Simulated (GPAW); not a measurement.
# The Ti K excitation threshold of Ti2O (P-3m1) under uniform strain

For each volume the threshold was computed as E(hole, excited electron kept) − E(ground) (GPAW, LDA, 12-atom cell, total energies on 4×4×4 k points, hole spin-paired). The values are raw, 23 eV above the value with the free atom's term for the hole's spin taken off; only their change is used. The threshold is the spectrum's zero, where absorption may be weak, not the visible edge.

| volume | ln(V/V₀) | threshold (eV) |
| --- | --- | --- |
| V × 0.94 | -0.06188 | ? |
| V × 1 | +0.00000 | 4969.857 |
| V × 1.06 | +0.05827 | 4970.024 |
| V × 1.09 | +0.08618 | 4970.098 |

Q: Fit a straight line in ln(V/V₀), give its slope, and predict the threshold at V × 0.94.

The means of the given rows are x̄ = +0.04815 and Ē = 4969.993 eV. Σ(x − x̄)(E − Ē) = 0.01086 and Σ(x − x̄)² = 0.003867, so the slope is +2.81 eV, and the line passes the given rows within 0.003 eV. At x = -0.06188 it gives 4969.993 + (+2.81) × (-0.11003) = 4969.684 eV. The run gives 4969.661 eV, a miss of +0.023 eV over a total move of +0.437 eV. The slope is the clamped-ion volume deformation potential of the Fermi level against the Ti 1s level, with the hole's relaxation included: the threshold rises by 0.028 eV for 1 % of expansion. The excited electron's band filling changes with volume too and isn't taken out.

[Hosts, paths, dates, database ids (printed as entryN), source tags and the programs' standing remarks are cut or masked in the printed files.]

[Lists of maxima count a maximum above −3 eV only where it reaches 4 % of the highest in the window and stands out from its surroundings by 2 % of it (1.5 % where it reaches 55 %); shoulders and weaker maxima are passed over, and of the rest the first, up to two pre-edge ones and the few strongest are named.]
